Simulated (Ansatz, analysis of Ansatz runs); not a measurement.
# Li on a Zn site in ZnO: charge-transition level against experiment

Aim: the charge-transition level of the Li on a Zn site in ZnO, to be set beside the measurement. Set-up: HSE06, 32-site cell, PBE lattice, 420 eV, k: the zone centre alone, random start of 0.1 A, relaxed with the hybrid. The model is a cell of 32 host atoms with 1 Zn taken out and 1 Li put in. The level is the Fermi energy at which two charge states have equal formation energy, after a correction for the images of the charge. Exact exchange opens the gap, stiffens bonds and lessens the self-interaction error, at many times the cost.

**The experiment.** (0/-1) level above the valence-band top: 0.8 eV (“Acceptors in ZnO”, 2015, McCluskey et al.). The calculation is set beside it at the end.

Method: plane-wave PAW DFT, HSE06; relaxation of all atoms of a defect supercell, in Ansatz 0.2.0.

In doubt: the hybrid run may have settled on a false gap or state (step 2), so the values of those runs are not to be relied on.

## 1. The starting structure

The cell holds 32 atoms: 15 Zn, 16 O and 1 Li. Its edges and angles: a = 6.559 Å, b = 6.559 Å, c = 10.587 Å, α = 90.0°, β = 90.0°, γ = 120.0°. It derives from ZnO (space group P6_3mc). Nearest the centre at fractional (0.333, 0.667, 0.500): Li14 at 0.00 Å, O12 at 2.00 Å, O28 at 2.00 Å, O4 at 2.00 Å, O15 at 2.01 Å, Zn13 at 3.25 Å, Zn9 at 3.25 Å, Zn5 at 3.25 Å.

The host's primitive cell comes from a first run (plane-wave PAW DFT, PBE; relaxation of the host's cell and atoms): vectors of 3.280, 3.280 and 5.293 Å. That is 12.33 Å³ an atom, 3.6 % over the diffraction cell's volume. The supercell is built on it.

## 2. Relaxation, charge 0

Every later number rests on the structure around the defect, so the atoms are relaxed at the host's lattice first.

File relax0/input.yaml:

```yaml
relax:
  f_tol: 0.02
  max_steps: 80
  random_displacement: { amplitude: 0.1, seed: 102 }
crystal:
  lattice:
    - [6.55903995, 0.0, 0.0]
    - [-3.27951997, 5.68029522, 0.0]
    - [0.0, 0.0, 10.5865021]
  atoms:
    - { symbol: Zn, position: [0.166666667, 0.333333333, 0.249983552] }
    - { symbol: Zn, position: [0.333333333, 0.166666667, -1.6448e-05] }
    - { symbol: O, position: [0.333333333, 0.166666667, 0.189521448] }
    - { symbol: O, position: [0.166666667, 0.333333333, 0.439521448] }
    - { symbol: Zn, position: [0.166666667, 0.333333333, 0.749983552] }
    - { symbol: Zn, position: [0.333333333, 0.166666667, 0.499983552] }
    - { symbol: O, position: [0.333333333, 0.166666667, 0.689521448] }
    - { symbol: O, position: [0.166666667, 0.333333333, 0.939521448] }
    - { symbol: Zn, position: [0.166666667, 0.833333333, 0.249983552] }
    - { symbol: Zn, position: [0.333333333, 0.666666667, -1.6448e-05] }
    - { symbol: O, position: [0.333333333, 0.666666667, 0.189521448] }
    - { symbol: O, position: [0.166666667, 0.833333333, 0.439521448] }
    - { symbol: Zn, position: [0.166666667, 0.833333333, 0.749983552] }
    - { symbol: Li, position: [0.333333333, 0.666666667, 0.499983552] }
    - { symbol: O, position: [0.333333333, 0.666666667, 0.689521448] }
    - { symbol: O, position: [0.166666667, 0.833333333, 0.939521448] }
    - { symbol: Zn, position: [0.666666667, 0.333333333, 0.249983552] }
    - { symbol: Zn, position: [0.833333333, 0.166666667, -1.6448e-05] }
    - { symbol: O, position: [0.833333333, 0.166666667, 0.189521448] }
    - { symbol: O, position: [0.666666667, 0.333333333, 0.439521448] }
    - { symbol: Zn, position: [0.666666667, 0.333333333, 0.749983552] }
    - { symbol: Zn, position: [0.833333333, 0.166666667, 0.499983552] }
    - { symbol: O, position: [0.833333333, 0.166666667, 0.689521448] }
    - { symbol: O, position: [0.666666667, 0.333333333, 0.939521448] }
    - { symbol: Zn, position: [0.666666667, 0.833333333, 0.249983552] }
    - { symbol: Zn, position: [0.833333333, 0.666666667, -1.6448e-05] }
    - { symbol: O, position: [0.833333333, 0.666666667, 0.189521448] }
    - { symbol: O, position: [0.666666667, 0.833333333, 0.439521448] }
    - { symbol: Zn, position: [0.666666667, 0.833333333, 0.749983552] }
    - { symbol: Zn, position: [0.833333333, 0.666666667, 0.499983552] }
    - { symbol: O, position: [0.833333333, 0.666666667, 0.689521448] }
    - { symbol: O, position: [0.666666667, 0.833333333, 0.939521448] }
  host:
    repeats: [2, 2, 2]
    atoms:
      - { symbol: Zn, position: [0.333333333, 0.666666667, 0.499967103] }
      - { symbol: Zn, position: [0.666666667, 0.333333333, -3.2897e-05] }
      - { symbol: O, position: [0.666666667, 0.333333333, 0.379042897] }
      - { symbol: O, position: [0.333333333, 0.666666667, 0.879042897] }
basis:
  ecutwfc: 420
  xc_grid: 2
hamiltonian:
  xc: hse06
kpoints:
  mp_grid: { grid: [1, 1, 1] }
magnetization:
  spin_polarized: true
  initial_magnetization: 1
  spin_locking: { lock_magnetization: hard }
scf:
  occupations: { method: fermi_dirac, width: 0.01 }
  max_iter: 120
output:
  forces: true
  charged_corrections:
    epsilon: [5.21, 5.21, 5.27]
    static_epsilon: [10.56, 10.56, 11.59]
    defect_position: [0.333333, 0.666667, 0.499984]
  eigenvalues: true
checkpoint:
  write: "../relax0.run"
  compress: false
  write_wavefunctions: true
  write_every: 100000
```

Run with:

```console
ansatz run input.yaml --threads 4 --pin off --max-ram 7536MiB --backend cpu --events-out ev --progress --plain --runs-dir out
```

Numbers of over 12 decimals in the logs are rounded to 6 here.

The program printed:

```text
[... repeated set-up lines and file paths are left out, and long positions are rounded to six places ...]
exact exchange: scf.exx.singularity resolves to wigner_seitz, which cuts the screened interaction at the faces of the exchange supercell's Wigner-Seitz cell, so that each pair interacts once, at the shortest of its separations (the periodic images that this [...]
Engine: ansatz 0.2.0, x86_64-unknown-linux-gnu
Pseudopotentials: kind: paw
Pseudopotential: Zn, paw, valence charge 12, recommended cutoff 420 eV (normal), Zn.paw.azcp
Pseudopotential: O, paw, valence charge 6, recommended cutoff 420 eV (normal), O.paw.azcp
Pseudopotential: Li, paw, valence charge 3, recommended cutoff 420 eV (normal), Li.paw.azcp
Functional definition: HSE06
  parameter a = 0.25
  parameter omega = 0.11/bohr
  exchange = pbe_x - a*pbe_x_sr(omega) + a*exact_x_sr(omega)
  correlation = pbe_c
Crystal: 32 atoms, lattice volume = 394.424 Å³
Basis set: ecut = 420 eV, 7607 PW (Γ), exchange–correlation on 90×90×144 points (8 copies of the dense FFT grid, shifted against one another)
Bands: 172, of which v1, the nominal top of the filled ones, is band 140 counted from 1 (139 counted from 0)
Symmetry: 1 space group operations
k-points: 1
Non-local potential: Zn, projectors of the file, l = 0: 2, l = 1: 2, l = 2: 3, l = 3: 1
Non-local potential: O, projectors of the file, l = 0: 2, l = 1: 2, l = 2: 1
Non-local potential: Li, projectors of the file, l = 0: 3, l = 1: 2, l = 2: 1
PAW form: soft (Blöchl's): semilocal exchange-correlation on the pseudo side does not see the compensation charge
PAW frozen core: Zn, regenerated for the run's functional, and the local potential with it (the file was generated under x = pbe(κ = 0.804, μ = 0.219515), c = pbe(β = 0.066725))
PAW frozen core: O, regenerated for the run's functional, and the local potential with it (the file was generated under x = pbe(κ = 0.804, μ = 0.219515), c = pbe(β = 0.066725))
PAW one-centre angular grid: Zn, 590 points (default); XC on 64 Gauss nodes
PAW one-centre angular grid: O, 110 points (default); XC on 96 Gauss nodes
PAW one-centre angular grid: Li, 110 points (default); XC on 96 Gauss nodes
Initial density: superposition of atomic densities (chi_scale 0.1, normalization cell, long waves kept (reshape's long-wave potential 0.34 eV rms))
Starting moments: Σ|m| = 1 μB on 32 of 32 sites
Initial wavefunctions: pseudopotential atomic-orbital guess
Functional: x = pbe(κ = 0.804, μ = 0.219515), c = pbe(β = 0.066725), warm-up for x = pbe(κ = 0.804, μ = 0.219515) + 0.25 (exact − pbe) at short range (hse, ω = 0.207870 Å⁻¹), c = pbe(β = 0.066725); [...]
iter 1 solved again at ethr=8.40e-3 eV; its pass at ethr=1.00e-1 eV (dr2=2.34e1 eV) is discarded
SCF iter   1: F=—  HF=-59075.633176 eV  |F-HF|=—  |Δ(HF+E_count)|=         —  Δρ=5.34e-2 (↑4.96e-2 ↓5.34e-2)  dr2=2.29e1  dr2_m=1.10e-1  M=1.000 μB ∫|m|=1.046 μB  β_m=0.30  ethr=8.40e-3  ⟨swp⟩=2.0  Hψ=1782  notcnv=0
preconditioner: auto → none  [insulator: Δε(μ)=0.043 eV  Ē_g=13.413 eV  σ=0.010 eV  W_gap=0.79  n_scr=110 (ndim 8)  ℏωp=31.1 eV  f_vac=0.001  D(μ)=18.58/eV (n_scr^D=146)]
SCF iter   2: F=—  HF=-59068.552300 eV  |F-HF|=—  |Δ(HF+E_count)|=    7.08e0  Δρ=2.28e-2 (↑2.17e-2 ↓2.28e-2)  dr2=4.93e0  dr2_m=1.72e-2  M=1.000 μB ∫|m|=1.061 μB  β_m=0.38  ethr=8.21e-3  ⟨swp⟩=3.0  Hψ=778  notcnv=0
spin=Collinear: Kerker preconditioning applied to the charge; magnetization (m = ρ↑ − ρ↓) channel mixes plain (no charge-response kernel on spin).
SCF iter   3: F=—  HF=-59067.789359 eV  |F-HF|=—  |Δ(HF+E_count)|=   7.63e-1  Δρ=9.66e-3 (↑8.91e-3 ↓9.66e-3)  dr2=1.01e0  dr2_m=1.15e-2  M=1.000 μB ∫|m|=1.078 μB  β_m=0.48  ethr=1.77e-3  ⟨swp⟩=5.0  Hψ=806  notcnv=0
SCF iter   4: F=—  HF=-59067.731242 eV  |F-HF|=—  |Δ(HF+E_count)|=   5.81e-2  Δρ=5.06e-3 (↑4.04e-3 ↓5.06e-3)  dr2=6.29e-1  dr2_m=4.37e-3  M=1.000 μB ∫|m|=1.103 μB  β_m=0.51  ethr=3.63e-4  ⟨swp⟩=4.5  Hψ=735  notcnv=0  defer=3
SCF iter   5: F=—  HF=-59067.743899 eV  |F-HF|=—  |Δ(HF+E_count)|=   1.27e-2  Δρ=2.97e-3 (↑2.26e-3 ↓2.97e-3)  dr2=2.00e-1  dr2_m=4.77e-3  M=1.000 μB ∫|m|=1.118 μB  β_m=0.70  ethr=2.25e-4  ⟨swp⟩=5.0  Hψ=700  notcnv=0  defer=2
SCF iter   6: F=—  HF=-59067.765394 eV  |F-HF|=—  |Δ(HF+E_count)|=   2.15e-2  Δρ=2.49e-3 (↑1.24e-3 ↓2.49e-3)  dr2=5.40e-2  dr2_m=3.55e-3  M=1.000 μB ∫|m|=1.136 μB  β_m=0.65  ethr=7.16e-5  ⟨swp⟩=6.0  Hψ=810  notcnv=0  defer=4
SCF iter   7: F=—  HF=-59067.763421 eV  |F-HF|=—  |Δ(HF+E_count)|=   1.97e-3  Δρ=1.59e-3 (↑7.38e-4 ↓1.59e-3)  dr2=3.31e-2  dr2_m=2.00e-3  M=1.000 μB ∫|m|=1.143 μB  β_m=0.68  ethr=1.93e-5  ⟨swp⟩=5.0  Hψ=899  notcnv=0  defer=4
SCF iter   8: F=—  HF=-59067.764475 eV  |F-HF|=—  |Δ(HF+E_count)|=   1.05e-3  Δρ=6.47e-4 (↑4.37e-4 ↓6.47e-4)  dr2=8.22e-3  dr2_m=1.82e-4  M=1.000 μB ∫|m|=1.143 μB  β_m=0.63  ethr=1.19e-5  ⟨swp⟩=4.5  Hψ=755  notcnv=0  defer=4
SCF iter   9: F=—  HF=-59067.764065 eV  |F-HF|=—  |Δ(HF+E_count)|=   4.10e-4  Δρ=3.32e-4 (↑2.90e-4 ↓3.32e-4)  dr2=3.52e-3  dr2_m=1.68e-5  M=1.000 μB ∫|m|=1.143 μB  β_m=0.61  ethr=2.95e-6  ⟨swp⟩=6.0  Hψ=841  notcnv=0  defer=3
SCF iter  10: F=—  HF=-59067.763950 eV  |F-HF|=—  |Δ(HF+E_count)|=   1.15e-4  Δρ=2.71e-4 (↑1.94e-4 ↓2.71e-4)  dr2=1.74e-3  dr2_m=3.08e-5  M=1.000 μB ∫|m|=1.143 μB  β_m=0.71  ethr=1.26e-6  ⟨swp⟩=3.0  Hψ=661  notcnv=0  defer=3
SCF iter  11: F=—  HF=-59067.763962 eV  |F-HF|=—  |Δ(HF+E_count)|=   1.23e-5  Δρ=3.16e-4 (↑1.15e-4 ↓3.16e-4)  dr2=1.36e-3  dr2_m=6.58e-5  M=1.000 μB ∫|m|=1.143 μB  β_m=0.62  ethr=6.22e-7  ⟨swp⟩=4.0  Hψ=700  notcnv=0  defer=3
SCF iter  12: F=—  HF=-59067.763870 eV  |F-HF|=—  |Δ(HF+E_count)|=   9.28e-5  Δρ=8.87e-5 (↑7.13e-5 ↓8.87e-5)  dr2=3.57e-4  dr2_m=3.69e-6  M=1.000 μB ∫|m|=1.143 μB  β_m=0.78  ethr=4.87e-7  ⟨swp⟩=3.5  Hψ=658  notcnv=0  defer=1
SCF iter  13: F=—  HF=-59067.763880 eV  |F-HF|=—  |Δ(HF+E_count)|=   1.04e-5  Δρ=1.31e-4 (↑5.25e-5 ↓1.31e-4)  dr2=2.43e-4  dr2_m=1.16e-5  M=1.000 μB ∫|m|=1.143 μB  β_m=0.73  ethr=1.28e-7  ⟨swp⟩=4.0  Hψ=647  notcnv=0  defer=2
SCF iter  14: F=—  HF=-59067.763883 eV  |F-HF|=—  |Δ(HF+E_count)|=   2.75e-6  Δρ=5.83e-5 (↑3.52e-5 ↓5.83e-5)  dr2=3.82e-5  dr2_m=1.38e-6  M=1.000 μB ∫|m|=1.143 μB  β_m=0.70  ethr=8.72e-8  ⟨swp⟩=5.0  Hψ=675  notcnv=0  defer=1
SCF iter  15: F=—  HF=-59067.763889 eV  |F-HF|=—  |Δ(HF+E_count)|=   6.06e-6  Δρ=2.74e-5 (↑2.20e-5 ↓2.74e-5)  dr2=1.00e-5  dr2_m=1.58e-7  M=1.000 μB ∫|m|=1.143 μB  β_m=0.72  ethr=1.37e-8  ⟨swp⟩=3.5  Hψ=876  notcnv=0  defer=1
SCF iter  16: F=—  HF=-59067.763893 eV  |F-HF|=—  |Δ(HF+E_count)|=   3.97e-6  Δρ=2.36e-5 (↑1.63e-5 ↓2.36e-5)  dr2=5.88e-6  dr2_m=1.52e-7  M=1.000 μB ∫|m|=1.143 μB  β_m=0.66  ethr=3.59e-9  ⟨swp⟩=4.5  Hψ=878  notcnv=0  defer=1
[...]
SCF iter   5: F=—  HF=-59066.456491 eV  |F-HF|=—  |Δ(HF+E_count)|=   1.13e-8  Δρ=9.24e-6 (↑5.79e-6 ↓9.24e-6)  dr2=6.34e-7  dr2_m=6.74e-8  M=1.000 μB ∫|m|=1.237 μB  β_m=0.49  ethr=1.39e-10  ⟨swp⟩=4.0  Hψ=889  notcnv=0
SCF iter   6: F=—  HF=-59066.456491 eV  |F-HF|=—  |Δ(HF+E_count)|=   4.44e-8  Δρ=3.74e-6 (↑1.50e-6 ↓3.74e-6)  dr2=8.18e-8  dr2_m=1.30e-8  M=1.000 μB ∫|m|=1.237 μB  β_m=0.58  ethr=1.39e-10  ⟨swp⟩=4.0  Hψ=744  notcnv=0
SCF iter   7: F=—  HF=-59066.456491 eV  |F-HF|=—  |Δ(HF+E_count)|=   6.14e-9  Δρ=2.26e-6 (↑5.82e-7 ↓2.26e-6)  dr2=2.43e-8  dr2_m=5.16e-9  M=1.000 μB ∫|m|=1.237 μB  β_m=0.67  ethr=2.58e-11  ⟨swp⟩=3.0  Hψ=712  notcnv=0
SCF iter   8: F=—  HF=-59066.456491 eV  |F-HF|=—  |Δ(HF+E_count)|=   7.28e-9  Δρ=1.16e-6 (↑3.84e-7 ↓1.16e-6)  dr2=6.27e-9  dr2_m=1.42e-9  M=1.000 μB ∫|m|=1.237 μB  β_m=0.76  ethr=7.11e-12  ⟨swp⟩=4.0  Hψ=740  notcnv=0
SCF iter   9: F=-59066.456491 eV  HF=-59066.456491 eV  |F-HF|=4.16e-9  |Δ(HF+E_count)|=   3.79e-9  Δρ=8.39e-7 (↑3.68e-7 ↓8.39e-7)  dr2=5.62e-9  dr2_m=4.85e-10  M=1.000 μB ∫|m|=1.237 μB  ethr=3.20e-12 (applied; sched 1.79e-12)  ⟨swp⟩=3.5  Hψ=709  notcnv=0
SCF 33 converged in 9 iterations: F = -59066.456491 eV  dr2 = 5.62e-9
  Residual-converged pass: ⟨swp⟩=3.0  Hψ=670  notcnv=0  max |occ|·‖R‖ = 1.3e-6 eV (tolerance 1.4e-6 eV)  dr2=5.66e-9  dr2_m=4.87e-10  dr2_onsite=3.32e-10  max |Δocc| = 0.0e0
hybrid outer 3: dexx = +5.199e-6 eV, tail = 4.30e-8 eV, Δε = 3.30e-3 eV (about 4.83e-4 eV left of the loop's levels), ΔF = 4.49e-3 eV/Å (tail 3.68e-3)
the filled states extend beyond the cell (their overlap across the Brillouin zone is 0.330, against 0 in a metal and nearly 1 for localised states). With one k-point a hybrid's gap, moments and forces can then be wrong. [...]
this state was not tested for a lower state beside it, because the functional holds exact exchange (a hybrid, or Hartree-Fock), whose exchange loop this test does not read (fock_operator); [...]
relax step   9: F+E_penalty+E_count = -59066.45649132 eV  Δ(F+E_penalty+E_count) = -5.982e-4 eV  max|allowed force component| = 9.678e-3 eV/Å  Δτ_max = 0.0127 Å  (20 SCF iters, accepted)
hybrid SCF converged: 3 outer / 20 inner (+0 warm-up), last move |dexx| = 5.20e-6 eV, tail = 4.30e-8 eV
Magnetization: 1.0000 μB (140.0000 up, 139.0000 down)
Absolute magnetization: 1.2439 μB (∫|ρ↑−ρ↓|, with the PAW one-centre terms)
Spin contamination: 0.0107 ħ² per cell (⟨S²⟩ above its minimum at these occupations)
Per-site moments (μB) at R_I (Å): [(0.011743, 0.813590), (0.000106723, 0.821263), (0.00564789, 0.819504), [... 29 left out ...]
Free energy (F): -59066.456491 eV
Harris-Foulkes:  -59066.456491 eV  (|F-HF|=4.16e-9)
Internal energy: -59066.456491 eV  (E = F + TS)
E sigma→0 (E₀):  -59066.456491 eV
Fermi energy:    5.730414 (↑ 6.543273, ↓ 5.729221) eV
--- Per-component energies (eV) ---
  E_band       = -343.129295
  E_kinetic    = 4792.777737
  E_local      = -31978.391824  (includes V_loc(G=0)·N_el)
  E_nonlocal   = 10076.354530
  E_hartree    = 13226.686330
  E_xc         = -2567.861080
  E_vxc        = -1808.932902  (∫ρ·V_xc dr)
  E_exx        = -950.672974  (= α·E_x^exact, valence–valence)
  E_paw        = -29797.637010  (= ΣΔE_a)
  E_vpaw       = -5976.995690  (= ΣTr[D̂ρ^β])
  E_aug_tail   = 0.033795  (compensation charges beyond the density's cutoff)
  E_ewald      = -21876.929441
  E_core_change = 9.183443  (= ΣΔE_core)
  E_smearing   = -0.000000  (= −TS)
  E_closure    = 0.000002  (closes the sum)
  Σ components = -59066.456491   (vs F -59066.456491, Δ=0.00e0)
--- Forces (eV/Å), atoms counted from 1 ---
  atom   1  Zn     0.00521828     0.00548325    -0.00795974
  atom   2  Zn     0.00104275    -0.00052409    -0.00271461
  atom   3  O      0.00107469     0.00594142     0.00432239
  atom   4  O      0.00145197     0.00230557    -0.00187991
  atom   5  Zn    -0.00468953    -0.00069442     0.00667413
  atom   6  Zn    -0.00108632    -0.00273770     0.00008464
  atom   7  O      0.00309556    -0.00193916    -0.00065258
  atom   8  O      0.00288096     0.00197888    -0.00562359
  atom   9  Zn    -0.00174244    -0.00497982     0.00404446
  atom  10  Zn    -0.00246580     0.00360002    -0.00173198
  atom  11  O     -0.00325631    -0.00421099     0.00639522
  atom  12  O      0.00968075    -0.00746961     0.00252518
  atom  13  Zn    -0.00443698     0.00273757     0.00097291
  atom  14  Li     0.00048872     0.00882401    -0.00113917
  atom  15  O      0.00377540    -0.00119165    -0.00536190
  atom  16  O      0.00255889    -0.00209759    -0.00039786
  atom  17  Zn    -0.00617198    -0.00310622    -0.00327800
  atom  18  Zn    -0.00299450     0.00128310     0.00797435
  atom  19  O     -0.00044804    -0.00182700    -0.00628185
  atom  20  O     -0.00181193     0.00031018     0.00061926
  atom  21  Zn     0.00230172     0.00279968    -0.00250407
  atom  22  Zn    -0.00489045    -0.00572777     0.00124238
  atom  23  O      0.00028213     0.00548254     0.00067148
  atom  24  O     -0.00043836     0.00082695     0.00232868
  atom  25  Zn     0.00396271     0.00374156    -0.00261153
  atom  26  Zn    -0.00290112    -0.00347209     0.00233863
  atom  27  O      0.00137314     0.00033625    -0.00012193
  atom  28  O     -0.00583393    -0.00357600     0.00295410
  atom  29  Zn    -0.00089793    -0.00232611     0.00204363
  atom  30  Zn     0.00327396     0.00703707    -0.00250917
  atom  31  O     -0.00061428    -0.00435390     0.00176830
  atom  32  O      0.00229668    -0.00252596    -0.00197382
  max |Σ_I F_I| component: 2.18e-4 eV/Å
--- Band table (eV) ---
  k-point 0 ↑: bands = ["-40.6448", "-14.7863", "-13.8175", "-13.5401", [... 164 left out ...] "16.7186", "17.3137", "17.4225", "17.7371"]
  k-point 0 ↓: bands = ["-40.6493", "-13.8609", "-13.5367", "-13.4936", [... 164 left out ...] "16.9157", "17.3095", "17.4707", "17.7703"]
--- Relaxed structure (9 steps of the walk, 7 accepted, 0 SCFs on fresh bases) ---
  F+E_penalty+E_count = -59066.45649132 eV   max|allowed force component| = 9.678e-3 eV/Å
  atoms:
    - { symbol: Zn, position: [0.164740, 0.329138, 0.242602] }
    - { symbol: Zn, position: [0.334169, 0.165866, 0.000281] }
    - { symbol: O, position: [0.334701, 0.164155, 0.188604] }
    - { symbol: O, position: [0.149267, 0.297622, 0.431913] }
    - { symbol: Zn, position: [0.170993, 0.341343, 0.751465] }
    - { symbol: Zn, position: [0.336783, 0.161411, 0.504593] }
    - { symbol: O, position: [0.334823, 0.168957, 0.689990] }
    - { symbol: O, position: [0.166333, 0.332277, 0.941034] }
    - { symbol: Zn, position: [0.166626, 0.832097, 0.253991] }
    - { symbol: Zn, position: [0.333598, 0.666777, 0.000770] }
    - { symbol: O, position: [0.331330, 0.662528, 0.190535] }
    - { symbol: O, position: [0.164922, 0.837601, 0.440764] }
    - { symbol: Zn, position: [0.168686, 0.831794, 0.752317] }
    - { symbol: Li, position: [0.356407, 0.712600, 0.512194] }
    - { symbol: O, position: [0.335106, 0.669981, 0.694094] }
    - { symbol: O, position: [0.166289, 0.833142, 0.941157] }
    - { symbol: Zn, position: [0.667050, 0.333222, 0.251662] }
    - { symbol: Zn, position: [0.832141, 0.165634, 0.000252] }
    - { symbol: O, position: [0.829869, 0.163934, 0.188737] }
    - { symbol: O, position: [0.667520, 0.334006, 0.441532] }
    - { symbol: Zn, position: [0.668576, 0.336439, 0.752031] }
    - { symbol: Zn, position: [0.825418, 0.160982, 0.504502] }
    - { symbol: O, position: [0.834670, 0.168736, 0.689956] }
    - { symbol: O, position: [0.667531, 0.334408, 0.939496] }
    - { symbol: Zn, position: [0.665397, 0.831655, 0.254300] }
    - { symbol: Zn, position: [0.833914, 0.667354, 0.002854] }
    - { symbol: O, position: [0.832916, 0.665624, 0.191350] }
    - { symbol: O, position: [0.671803, 0.836851, 0.440969] }
    - { symbol: Zn, position: [0.663578, 0.831809, 0.752248] }
    - { symbol: Zn, position: [0.835529, 0.671304, 0.503403] }
    - { symbol: O, position: [0.834561, 0.668623, 0.690443] }
    - { symbol: O, position: [0.667104, 0.832991, 0.941119] }
```

Wall time 7.4 min (4 threads of AMD EPYC 7R13 (Zen 3), shared host); peak memory 1.3 GiB; 28 min of CPU time.

(Continued in part 2 of 2.)

[Logs are printed without paths, hosts, clocks, repeated set-up lines and the standing remarks that a program may print on its own settings, such as how far it seeks lower states.]

[Hosts, paths, dates, database ids (printed as entryN), source tags and the programs' standing remarks are cut or masked in the printed files.]

[For some hosts the program warned that the k-mesh of the response run may be too coarse for force constants and the static dielectric constant; such warnings are not shown here.]
